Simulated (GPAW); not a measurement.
# MnSi15 (Si32 Mn2 d2p35): parallel and opposed starts, part 2 of 2

Wanted: the moments of MnSi15 (Si32 Mn2 d2p35) and the energy of each order that was tried.

GPAW 26.7.0; PBE with U = 4 eV on Mn d; plane waves with GPAW's PAW setups, scalar-relativistic.

So far. Step 2 (Start 1: ferro ++): After 32 cycles the largest moment stands at 4.09 μB.

## (3) Order 2, typed as antiferro +-

An opposed order shows whether the pairs that it reverses prefer unlike signs.

The input, order2.py:

```python
import json
import numpy as np
from ase import Atoms
from ase.parallel import paropen, parprint
from gpaw import GPAW

atoms = Atoms(['Mn', 'Mn', 'Si', 'Si', 'Si', 'Si', 'Si', 'Si', 'Si', 'Si', 'Si', 'Si', 'Si', 'Si', 'Si', 'Si', 'Si', 'Si', 'Si', 'Si', 'Si', 'Si', 'Si', 'Si', 'Si', 'Si', 'Si', 'Si', 'Si', 'Si', 'Si', 'Si'],
    cell=[[10.862, 0.0, 0.0],
         [0.0, 10.862, 0.0],
         [0.0, 0.0, 5.431]],
    scaled_positions=[[0.0, 0.0, 0.0],
         [0.125, 0.125, 0.25],
         [0.0, 0.25, 0.5],
         [0.125, 0.375, 0.75],
         [0.25, 0.0, 0.5],
         [0.375, 0.125, 0.75],
         [0.25, 0.25, 0.0],
         [0.375, 0.375, 0.25],
         [0.0, 0.5, 0.0],
         [0.125, 0.625, 0.25],
         [0.0, 0.75, 0.5],
         [0.125, 0.875, 0.75],
         [0.25, 0.5, 0.5],
         [0.375, 0.625, 0.75],
         [0.25, 0.75, 0.0],
         [0.375, 0.875, 0.25],
         [0.5, 0.0, 0.0],
         [0.625, 0.125, 0.25],
         [0.5, 0.25, 0.5],
         [0.625, 0.375, 0.75],
         [0.75, 0.0, 0.5],
         [0.875, 0.125, 0.75],
         [0.75, 0.25, 0.0],
         [0.875, 0.375, 0.25],
         [0.5, 0.5, 0.0],
         [0.625, 0.625, 0.25],
         [0.5, 0.75, 0.5],
         [0.625, 0.875, 0.75],
         [0.75, 0.5, 0.5],
         [0.875, 0.625, 0.75],
         [0.75, 0.75, 0.0],
         [0.875, 0.875, 0.25]],
    pbc=True,
    magmoms=[4.5, -4.5, 0.0, 0.0, 0.0, 0.0, 0.0, 0.0, 0.0, 0.0, 0.0, 0.0, 0.0, 0.0, 0.0, 0.0, 0.0, 0.0, 0.0, 0.0, 0.0, 0.0, 0.0, 0.0, 0.0, 0.0, 0.0, 0.0, 0.0, 0.0, 0.0, 0.0])
atoms.calc = GPAW(mode={'name': 'pw', 'ecut': 450},
    xc='PBE',
    kpts={'size': (3, 3, 5), 'gamma': True},
    occupations={'name': 'fermi-dirac', 'width': 0.05},
    convergence={'density': 1e-05, 'energy': 1e-05},
    maxiter=200,
    mixer={'name': 'pulay', 'beta': 0.05, 'nmaxold': 6, 'weight': 50},
    setups={'Mn': ':d,4.0'},
    symmetry={'tolerance': 1e-4},
    txt='order2.txt')
e = atoms.get_potential_energy(force_consistent=True)
res = {'free_energy': e, 'energy_sigma0': atoms.get_potential_energy(), 'fermi_energy': atoms.calc.get_fermi_level()}
res['moments'] = atoms.get_magnetic_moments().tolist()
res['total'] = atoms.get_magnetic_moment()
parprint('site moments (muB):', np.round(res['moments'], 3))
parprint(f"total moment: {res['total']:.3f} muB")
parprint(f'free energy: {e:.6f} eV')
atoms.calc.write('order2.gpw')
with paropen('results.json', 'w') as f:
    json.dump(res, f)
```

Run with:

```console
$ OMP_NUM_THREADS=1 mpirun -n 4 gpaw python order2.py > order2.log
```

Numbers of over 12 decimals in the logs are rounded to 6 here.

What it wrote:

```text
site moments (muB): [ 3.97e+00 -3.97e+00  7.20e-02  2.00e-03  7.20e-02  2.00e-03  7.70e-02
 -1.00e-03  2.00e-03 -2.00e-03 -2.00e-03 -7.20e-02  2.00e-03 -5.00e-03
  2.00e-03 -2.00e-03  2.00e-03 -2.00e-03  2.00e-03 -5.00e-03 -2.00e-03
 -7.20e-02  2.00e-03 -2.00e-03  2.00e-03 -2.00e-03  5.00e-03 -2.00e-03
  5.00e-03 -2.00e-03  1.00e-03 -7.70e-02]
total moment: -0.000 muB
free energy: -173.455943 eV

--- order2.txt ---
Input parameters:
  mode=PW(ecut=450),
  convergence={'density': 1e-05, 'energy': 1e-05},
  kpts=MonkhorstPack(size=(3, 3, 5), gamma=True),
  maxiter=200,
  mixer=Pulay(name='pulay', nmaxold=6, beta=0.05, weight=50, sigma=0.015, g_ss=None),
  occupations=Occupations(name='fermi-dirac', width=0.05),
  setups={'Mn': ':d,4.0'},
  symmetry=Symmetry(tolerance=0.0001),
  xc=XC(name='PBE')

Diagonalizing LCAO Hamiltonian
Converting LCAO to pw mode
        .--------------------------.
       /|                          |
      / |                          |
     /  |  Si           Si         |
    /   |      Si            Si    |
   /  Si|           Si             |
  /    Si        Si  Si        Si  |
 *      .--Si------------Si--------.
 |     / Si Si        Si Si       /
 | Si /      Si Si         Si    /
 |   Si Si    Si  Si Si    Si   /
 |  /Mn            Si          /
 | /     Si            Si     /
 |/                          /
 Mn------------Si-----------*

Atoms  # Å, Bohr magnetons
|    | symbol |        x |        y |        z |    initial magnetic moments |
|----|--------|----------|----------|----------|-----------------------------|
|  0 |     Mn | 0.000000 | 0.000000 | 0.000000 | ( 0.0000,  0.0000,  4.5000) |
|  1 |     Mn | 1.357750 | 1.357750 | 1.357750 | ( 0.0000,  0.0000, -4.5000) |
|  2 |     Si | 0.000000 | 2.715500 | 2.715500 | ( 0.0000,  0.0000,  0.0000) |
|  3 |     Si | 1.357750 | 4.073250 | 4.073250 | ( 0.0000,  0.0000,  0.0000) |
|  4 |     Si | 2.715500 | 0.000000 | 2.715500 | ( 0.0000,  0.0000,  0.0000) |
|  5 |     Si | 4.073250 | 1.357750 | 4.073250 | ( 0.0000,  0.0000,  0.0000) |
|  6 |     Si | 2.715500 | 2.715500 | 0.000000 | ( 0.0000,  0.0000,  0.0000) |
|  7 |     Si | 4.073250 | 4.073250 | 1.357750 | ( 0.0000,  0.0000,  0.0000) |
|  8 |     Si | 0.000000 | 5.431000 | 0.000000 | ( 0.0000,  0.0000,  0.0000) |
|  9 |     Si | 1.357750 | 6.788750 | 1.357750 | ( 0.0000,  0.0000,  0.0000) |
| 10 |     Si | 0.000000 | 8.146500 | 2.715500 | ( 0.0000,  0.0000,  0.0000) |
| 11 |     Si | 1.357750 | 9.504250 | 4.073250 | ( 0.0000,  0.0000,  0.0000) |
| 12 |     Si | 2.715500 | 5.431000 | 2.715500 | ( 0.0000,  0.0000,  0.0000) |
| 13 |     Si | 4.073250 | 6.788750 | 4.073250 | ( 0.0000,  0.0000,  0.0000) |
[...]
| 24 |     Si | 5.431000 | 5.431000 | 0.000000 | ( 0.0000,  0.0000,  0.0000) |
| 25 |     Si | 6.788750 | 6.788750 | 1.357750 | ( 0.0000,  0.0000,  0.0000) |
| 26 |     Si | 5.431000 | 8.146500 | 2.715500 | ( 0.0000,  0.0000,  0.0000) |
| 27 |     Si | 6.788750 | 9.504250 | 4.073250 | ( 0.0000,  0.0000,  0.0000) |
| 28 |     Si | 8.146500 | 5.431000 | 2.715500 | ( 0.0000,  0.0000,  0.0000) |
| 29 |     Si | 9.504250 | 6.788750 | 4.073250 | ( 0.0000,  0.0000,  0.0000) |
| 30 |     Si | 8.146500 | 8.146500 | 0.000000 | ( 0.0000,  0.0000,  0.0000) |
| 31 |     Si | 9.504250 | 9.504250 | 1.357750 | ( 0.0000,  0.0000,  0.0000) |

Unit cell  # Å
| periodic |         x |         y |        z |   lengths |    angles |
|----------|-----------|-----------|----------|-----------|-----------|
|      yes | 10.862000 |  0.000000 | 0.000000 | 10.862000 | 90.000000 |
|      yes |  0.000000 | 10.862000 | 0.000000 | 10.862000 | 90.000000 |
|      yes |  0.000000 |  0.000000 | 5.431000 |  5.431000 | 90.000000 |

Number of symmetries: 2

BZ-sampling:
  Number of BZ points: 45
  Number of IBZ points: 16

  Monkhorst-Pack size: [3, 3, 5]
  Monkhorst-Pack shift: [0, 0, 0]

Plane wave coefficients: 13930
Cutoff: 450.000000 eV

Spin-components: 2 (collinear spins)
Bands:           94
Projectors:      162
Spin-degeneracy: 1
Datatype:        complex128

Parallelization:
  kpt:    4
  domain: 1
  band:   1

Density:
  Valence electrons: 150.0
  Components: 2
  Grid points: [54 54 27]
  Charge: 0.0  # |e|

Potential:
  Grid points: [54 54 27]

[... setups left out ...]
Reference energy: -299618.503652  # eV

eigensolver:
  PPCG
  Converge bands: occupied
  niter=2

density mixing:
  Pulay-Mixer
  Linear mixing parameters: 0.05
  Old densities: 6
  Fourier metric: weight=50, sigma=0.015

occupation numbers:
  Fermi-Dirac:
    width: 0.0500  # eV

poisson solver:
  ecut: 3600.000000  # eV

xc functional:
  name: PBE with 2 nearest neighbor stencil

convergence criteria:
- Maximum integral of absolute [dens]ity change: 1e-05 electrons / valence electron
- Maximum [total energy] change in last 3 cyles: 1e-05 eV / valence electron
- Maximum integral of absolute [eigenst]ate change: 4e-08 eV^2 / valence electron
maximum number of iterations: 200

SCF iterations
|iter     |      energy | eigst |  dens |  magmom |
|---------|-------------|-------|-------|---------|
|iter:   1|       0s | -174.181858 | +0.30 |       |  -0.0000|
|iter:   2|      19s | -174.396341 | -1.01 | -0.87 |  -0.0000|
|iter:   3|      38s | -173.631101 | -1.80 | -0.89 |  -0.0000|
|iter:   4|      58s | -173.423693 | -1.32 | -1.04 |  -0.0000|
|iter:   5|      78s | -173.368526 | -2.30 | -1.56 |  -0.0000|
|iter:   6|      98s | -173.476491 | -2.53 | -1.63 |  -0.0000|
|iter:   7|     118s | -173.417352 | -2.64 | -1.82 |  -0.0000|
|iter:   8|     137s | -173.415327 | -3.26 | -2.12 |  -0.0000|
|iter:   9|     156s | -173.420120 | -3.72 | -2.23 |  -0.0000|
|iter:  10|     174s | -173.421106 | -4.20 | -2.62 |  -0.0000|
[... 11 iterations left out ...]
|iter:  22|     417s | -173.423747c| -7.09 | -4.02 |  -0.0000|
|iter:  23|     441s | -173.423751c| -7.05 | -4.07 |  -0.0000|
|iter:  24|     467s | -173.423754c| -7.44c| -4.23 |  -0.0000|
|iter:  25|     491s | -173.423753c| -7.61c| -4.41 |  -0.0000|
|iter:  26|     502s | -173.423753c| -8.51c| -4.75 |  -0.0000|
|iter:  27|     512s | -173.423753c| -8.82c| -4.77 |  -0.0000|
|iter:  28|     521s | -173.423754c| -8.04c| -4.81 |  -0.0000|
|iter:  29|     532s | -173.423754c| -8.25c| -4.95 |  -0.0000|
|iter:  30|     541s | -173.423754c| -8.35c| -4.94 |  -0.0000|
|iter:  31|     551s | -173.423754c| -8.76c| -5.02c|  -0.0000|

Converged in 31 steps
Energy contributions relative to reference atoms: (reference = -299618.503652)

Energy contributions:
  Kinetic:         276.977457
  Coulomb:        -239.610480
  Zero:             -0.127423
  External:          0.000000
  Xc:             -210.631120
  Entropy:          -0.064377
  Spinorbit:         0.000000
  ----------------------------
  Free energy:    -173.455943
  Extrapolated:   -173.423754

dipole moment: (-95.658501, -95.658501, -95.049180)  # |e|*Ang

Total magnetic moment: (0.000000, 0.000000, -0.000000)

Local magnetic moments
|        x |        y |         z |
|----------|----------|-----------|
| 0.000000 | 0.000000 |  3.970060 |  # Mn   0
| 0.000000 | 0.000000 | -3.970061 |  # Mn   1
| 0.000000 | 0.000000 |  0.072138 |  # Si   2
| 0.000000 | 0.000000 |  0.002261 |  # Si   3
| 0.000000 | 0.000000 |  0.072138 |  # Si   4
| 0.000000 | 0.000000 |  0.002261 |  # Si   5
| 0.000000 | 0.000000 |  0.077066 |  # Si   6
| 0.000000 | 0.000000 | -0.000598 |  # Si   7
| 0.000000 | 0.000000 |  0.001951 |  # Si   8
| 0.000000 | 0.000000 | -0.001951 |  # Si   9
| 0.000000 | 0.000000 | -0.002260 |  # Si  10
| 0.000000 | 0.000000 | -0.072138 |  # Si  11
[...]
| 0.000000 | 0.000000 |  0.002334 |  # Si  24
| 0.000000 | 0.000000 | -0.002334 |  # Si  25
| 0.000000 | 0.000000 |  0.004592 |  # Si  26
| 0.000000 | 0.000000 | -0.001984 |  # Si  27
| 0.000000 | 0.000000 |  0.004592 |  # Si  28
| 0.000000 | 0.000000 | -0.001984 |  # Si  29
| 0.000000 | 0.000000 |  0.000598 |  # Si  30
| 0.000000 | 0.000000 | -0.077066 |  # Si  31

Fermi level: 5.169
Eigenvalues  # (at kpt = [0.000, 0.000, 0.000])
| band index |      eig [eV] | occ [0-1] |      eig [eV] | occ [0-1] |
|------------|---------------|-----------|---------------|-----------|
|          0 |       -76.312 |     1.000 |       -76.312 |     1.000 |
|        ... |               |           |               |           |
|         66 |         3.592 |     1.000 |         3.592 |     1.000 |
|         67 |         3.616 |     1.000 |         3.616 |     1.000 |
|         68 |         3.985 |     1.000 |         3.985 |     1.000 |
|         69 |         4.043 |     1.000 |         4.043 |     1.000 |
|         70 |         4.215 |     1.000 |         4.215 |     1.000 |
|         71 |         4.460 |     1.000 |         4.460 |     1.000 |
|         72 |         4.616 |     1.000 |         4.616 |     1.000 |
|         73 |         4.881 |     0.997 |         4.881 |     0.997 |
|         74 |         5.490 |     0.002 |         5.490 |     0.002 |
|         75 |         5.546 |     0.001 |         5.546 |     0.001 |
|         76 |         5.958 |     0.000 |         5.958 |     0.000 |
|         77 |         5.962 |     0.000 |         5.962 |     0.000 |
|         78 |         5.971 |     0.000 |         5.971 |     0.000 |
|         79 |         6.139 |     0.000 |         6.139 |     0.000 |
|         80 |         6.170 |     0.000 |         6.170 |     0.000 |
|         81 |         6.208 |     0.000 |         6.208 |     0.000 |
|        ... |               |           |               |           |
|         93 |         8.113 |     0.000 |         8.113 |     0.000 |

No gap
No difference between direct/indirect transitions
```

The job ended after 9.8 min (4 MPI ranks of Intel Xeon Platinum 8375C at 2.90GHz (Ice Lake), shared host; peak memory 2.4 GiB).

Spin moment in the augmentation sphere by element, in μB:

```
element  atoms  mean  spread (r.m.s.)  least  largest
     Mn      2  0.00             3.97  -3.97     3.97
     Si     30  0.00             0.03  -0.08     0.08
```

The atoms farthest from the mean of their element:

```
atom       x, y, z (Å)  spin moment in the augmentation sphere (μB)
 Mn1  0.00, 0.00, 0.00                                         3.97
 Mn2  1.36, 1.36, 1.36                                        -3.97
Si32  9.50, 9.50, 1.36                                        -0.08
 Si7  2.72, 2.72, 0.00                                         0.08
Si22  9.50, 1.36, 4.07                                        -0.07
Si12  1.36, 9.50, 4.07                                        -0.07
 Si5  2.72, 0.00, 2.72                                         0.07
 Si3  0.00, 2.72, 2.72                                         0.07
```

Read from the output:

| Quantity | Value |
| --- | --- |
| magnetization | 0 μB |
| final state | antiferromagnetic |

It lies 218 meV a seeded atom under the first start, and its largest moment is 3.97 μB against 4.09 μB.

## (4) The states side by side

These are free energies at a smearing of 0.05 eV, so its entropy term is in the differences. They are divided by the number of seeded atoms, so that cells of unlike size compare.

Orders:

```
       start        final state  typed order kept  energy over the lowest (meV a seeded atom)  largest site moment (μB)  net moment (μB a primitive cell)  mesh matched  CPU time (s)
    ferro ++      ferromagnetic               yes                                       217.7                     4.089                             8.017           yes          2096
antiferro +-  antiferromagnetic               yes                                           0                      3.97                                 0           yes          2339
```

## (5) What came out

- lowest state found: antiferromagnetic (typed antiferro +-)
- largest site moment: 3.97 μB
- next state: ferromagnetic, 218 meV a seeded atom higher

**Reading.** The lowest state found is antiferromagnetic, reached from the start antiferro +-, with moments up to 3.97 μB. The next state costs 218 meV a seeded atom. Only 2 starts are shown; other collinear patterns, canted and longer-period orders are not.

[Logs and program files are shortened in this print: banners, set-up blocks, solver, clock and traceback lines can be left out without a mark of their own.]

[Logs are printed without paths, hosts, clocks, repeated set-up lines and the standing remarks that a program may print on its own settings, such as how far it seeks lower states.]

[Hosts, paths, dates, database ids (printed as entryN), source tags and the programs' standing remarks are cut or masked in the printed files.]

[Where a cell is said to come from a database of computed structures, the database is the Materials Project.]

[Lattice constants of own cells that a recipe calls measured were typed without a cited source.]
